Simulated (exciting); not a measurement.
Two BSE runs for the O K edge of LaGaO3, space group Pm-3m. Run A: exciting, all-electron LAPW+lo, LDA, exchange and screened direct term (singlet BSE), 4×4×4 shifted k points, 34 conduction bands, |G+q| up to 3 bohr⁻¹, full RPA screening with nempty = 58, Lorentzian half width 0.45 eV. Run B differs in one setting: k mesh, kernel cutoff, basis, band set, screening or width.

Energy from the Kohn–Sham onset, core level to the lowest empty state found on the meshes used; one zero for both, scaled to A's maximum:

```
E (eV)     A     B
  -5.5  0.01  0.01
  -5.0  0.02  0.02
  -4.5  0.02  0.02
  -4.0  0.02  0.02
  -3.5  0.03  0.03
  -3.0  0.03  0.03
  -2.5  0.04  0.04
  -2.0  0.06  0.06
  -1.5  0.09  0.10
  -1.0  0.16  0.19
  -0.5  0.36  0.40
   0.0  0.49  0.43
   0.5  0.47  0.47
   1.0  0.70  0.59
   1.5  1.00  0.86
   2.0  0.84  1.05
   2.5  0.74  0.94
   3.0  0.67  0.74
   3.5  0.49  0.52
   4.0  0.34  0.32
   4.5  0.28  0.31
   5.0  0.25  0.27
   5.5  0.25  0.20
   6.0  0.30  0.31
   6.5  0.41  0.36
   7.0  0.47  0.30
   7.5  0.56  0.43
   8.0  0.66  0.50
   8.5  0.44  0.49
   9.0  0.30  0.38
   9.5  0.28  0.32
  10.0  0.31  0.27
  10.5  0.34  0.25
  11.0  0.30  0.25
  11.5  0.27  0.35
  12.0  0.27  0.39
  12.5  0.21  0.20
  13.0  0.15  0.15
  13.5  0.12  0.16
  14.0  0.10  0.12
  14.5  0.10  0.09
  15.0  0.08  0.07
  15.5  0.09  0.10
  16.0  0.15  0.18
  16.5  0.19  0.28
  17.0  0.20  0.29
  17.5  0.20  0.20
  18.0  0.20  0.20
  18.5  0.17  0.14
  19.0  0.13  0.09
  19.5  0.11  0.09
  20.0  0.10  0.08
  20.5  0.09  0.08
  21.0  0.09  0.08
```

Which is the likeliest?

The k mesh from 4×4×4 to 2×2×2. Against run A the r.m.s. difference is 20 %. The highest maximum lies at 1.9 eV (1.06), against 1.5 eV (1.00). The first bright state moves from -0.44 to -0.59 eV. The lowest bare transition of this run lies at 0.49 eV, against 0.23. A coarse mesh samples few band energies, and it inflates the long-range part of the attraction. Other settings could leave a like mark; this is the change that was made.

[Banner, clock and machine lines of the logs are left out without a mark of their own.]

[Logs are printed without paths, hosts, clocks, repeated set-up lines and the standing remarks that a program may print on its own settings, such as how far it seeks lower states.]

[Hosts, paths, dates, database ids (printed as entryN), source tags and the programs' standing remarks are cut or masked in the printed files.]
